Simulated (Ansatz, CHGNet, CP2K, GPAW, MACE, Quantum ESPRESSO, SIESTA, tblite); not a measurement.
## Finding the fault: CP2K, Σ7 (111) twist boundary in a Au-Pd solid solution (84 atoms)

Program: CP2K 2026.2, a calculation on a cell of 59 Au and 25 Pd, 16.3 Å³ an atom.

Input file input.inp:

```
&GLOBAL
  PROJECT cell
  RUN_TYPE ENERGY_FORCE
  PRINT_LEVEL LOW
&END GLOBAL
&FORCE_EVAL
  METHOD QS
  STRESS_TENSOR ANALYTICAL
  &DFT
    BASIS_SET_FILE_NAME BASIS_MOLOPT
    POTENTIAL_FILE_NAME GTH_POTENTIALS
    &MGRID
      CUTOFF 600
      REL_CUTOFF 50
      NGRIDS 5
    &END MGRID
    &QS
      EPS_DEFAULT 1.0E-12
    &END QS
    &SCF
      SCF_GUESS ATOMIC
      EPS_SCF 1.0E-06
      MAX_SCF 3
      ADDED_MOS 75
      &DIAGONALIZATION
        ALGORITHM STANDARD
      &END DIAGONALIZATION
      &SMEAR ON
        METHOD FERMI_DIRAC
        ELECTRONIC_TEMPERATURE [K] 580
      &END SMEAR
      &MIXING
        METHOD BROYDEN_MIXING
        ALPHA 0.15
        NBROYDEN 8
      &END MIXING
      &PRINT
        &RESTART OFF
        &END RESTART
      &END PRINT
    &END SCF
    &XC
      &XC_FUNCTIONAL PBE
      &END XC_FUNCTIONAL
    &END XC
    &PRINT
      &MULLIKEN ON
      &END MULLIKEN
      &HIRSHFELD ON
        SHAPE_FUNCTION DENSITY
      &END HIRSHFELD
      &MO ON
        EIGENVALUES T
        OCCUPATION_NUMBERS T
        MO_INDEX_RANGE 539 562
        &EACH
          QS_SCF 0
        &END EACH
        ADD_LAST NUMERIC
      &END MO
    &END PRINT
  &END DFT
  &SUBSYS
    &CELL
      A 7.52354 0.00000 0.00000
      B 3.76177 6.51557 0.00000
      C 0.00000 0.00000 28.00341
    &END CELL
    &COORD
      Au 4.97927 1.66010 0.00056
      Au 5.61440 0.09506 2.33800
      Au 2.91123 3.58278 27.95104
      Au 4.04390 4.76927 2.30552
      Pd 2.34986 0.77086 27.97317
      Pd 3.41719 2.02126 2.32568
      Au 4.54181 3.19146 4.65837
      Au 3.97717 0.39823 4.60264
      Pd 5.06048 1.67515 6.94849
      Au 5.52457 0.11383 9.30665
[... 70 atom lines left out ...]
      Au 6.51392 4.84778 20.97119
      Pd 8.09255 5.16828 23.31060
      Au 7.08029 6.34610 25.59176
      Pd 9.72993 5.42128 25.59400
    &END COORD
    &KIND Au
      BASIS_SET DZVP-MOLOPT-SR-GTH-q11
      POTENTIAL GTH-PBE-q11
    &END KIND
    &KIND Pd
      BASIS_SET DZVP-MOLOPT-SR-GTH-q18
      POTENTIAL GTH-PBE-q18
    &END KIND
  &END SUBSYS
  &PRINT
    &FORCES ON
    &END FORCES
    &STRESS_TENSOR ON
    &END STRESS_TENSOR
  &END PRINT
&END FORCE_EVAL
```

Command:

```bash
> OMP_NUM_THREADS=1 mpirun -np 4 cp2k.psmp -i input.inp > output.txt
```

Numbers of over 12 decimals in the logs are rounded to 6 here.

The program printed:

```text
CP2K| version string:                                       CP2K version 2026.2
 CP2K| Input file name                                                 input.inp
 GLOBAL| Basis set file name                                        BASIS_MOLOPT
 GLOBAL| Potential file name                                      GTH_POTENTIALS
 GLOBAL| Run type                                                   ENERGY_FORCE
 GLOBAL| Total number of message passing processes                             4
 GLOBAL| Number of threads for this process                                    1
 TOTAL NUMBERS AND MAXIMUM NUMBERS
  Total number of            - Atomic kinds:                                   2
                             - Atoms:                                         84
                             - Shell sets:                                    84
                             - Shells:                                       588
                             - Primitive Cartesian functions:                445
                             - Cartesian basis functions:                   2520
                             - Spherical basis functions:                   2100
  Maximum angular momentum of- Orbital basis functions:                        3
                             - Local part of the GTH pseudopotential:          2
                             - Non-local part of the GTH pseudopotential:      4
 SCF PARAMETERS         Density guess:                                    ATOMIC
                        max_scf:                                               3
                        eps_scf:                                        1.00E-06
                        added MOs                                        75    0
                        Mixing method:                            BROYDEN_MIXING
                                                charge density mixing in g-space
                        Smear method:                                FERMI_DIRAC
                        Electronic temperature [K]:                        580.0
                        Electronic temperature [a.u.]:                  1.84E-03
                        Accuracy threshold:                             1.00E-10
 Extrapolation method: initial_guess
 Number of electrons:                                                       1099
 Number of occupied orbitals:                                                550
 Number of molecular orbitals:                                               625
 Number of orbital functions:                                               2100
 Number of independent orbital functions:                                   2100
 SCF WAVEFUNCTION OPTIMIZATION
  Step     Update method      Time    Convergence         Total energy    Change
     1 NoMix/Diag. 0.15E+00   10.5     0.76227060     -5150.3288283100 -5.15E+03
     2 Broy./Diag. 0.15E+00   16.9     0.73477770     -5282.2742638727 -1.32E+02
     3 Broy./Diag. 0.15E+00   17.2     0.99345361     -5207.7174355079  7.46E+01
  Leaving inner SCF loop after reaching     3 steps.
  Electronic density on regular grids:      -1098.9999999998        0.0000000002
  Core density on regular grids:             1098.9999999987       -0.0000000013
  Total charge density on r-space grids:       -0.0000000011
  Total charge density g-space grids:          -0.0000000011
  Overlap energy of the core charge distribution:               1.01971e-06
  Self energy of the core charge distribution:              -8986.439208
  Core Hamiltonian energy:                                   2370.108519
  Hartree energy:                                            2041.539604
  Exchange-correlation energy:                               -632.905092
  Electronic entropic energy:                                  -0.018972
  Fermi energy:                                                 0.436115
  Total energy:                                             -5207.717436
  Total energy (extrapolated to T->0):                      -5207.707950
 *   ___                                                                       *
 *  /   \                                                                      *
 * [ABORT]                                                                     *
 *  \___/     SCF run NOT converged. To continue the calculation regardless,   *
 *    |             please set the keyword IGNORE_CONVERGENCE_FAILURE.         *
 *  O/|                                                                        *
 * /| |                                                                        *
```

Run time: 64 s. Hardware: 4 MPI ranks of Arm Neoverse V1, shared host; peak memory 5.2 GiB; 3.2 min of CPU time.

Banners, paths, timers and routine set-up lines are dropped from the logs unmarked, and long logs keep their key lines alone; longer cuts are marked.

Q: Name the fault.

Too few SCF iterations: iteration limit 3.

The run ended unconverged.

[Also dropped from logs without a mark: logging warnings of Python, and SIESTA's first energy breakdown and zero terms.]

[Logs are printed without paths, hosts, clocks, repeated set-up lines and the standing remarks that a program may print on its own settings, such as how far it seeks lower states.]

[Hosts, paths, dates, database ids (printed as entryN), source tags and the programs' standing remarks are cut or masked in the printed files.]
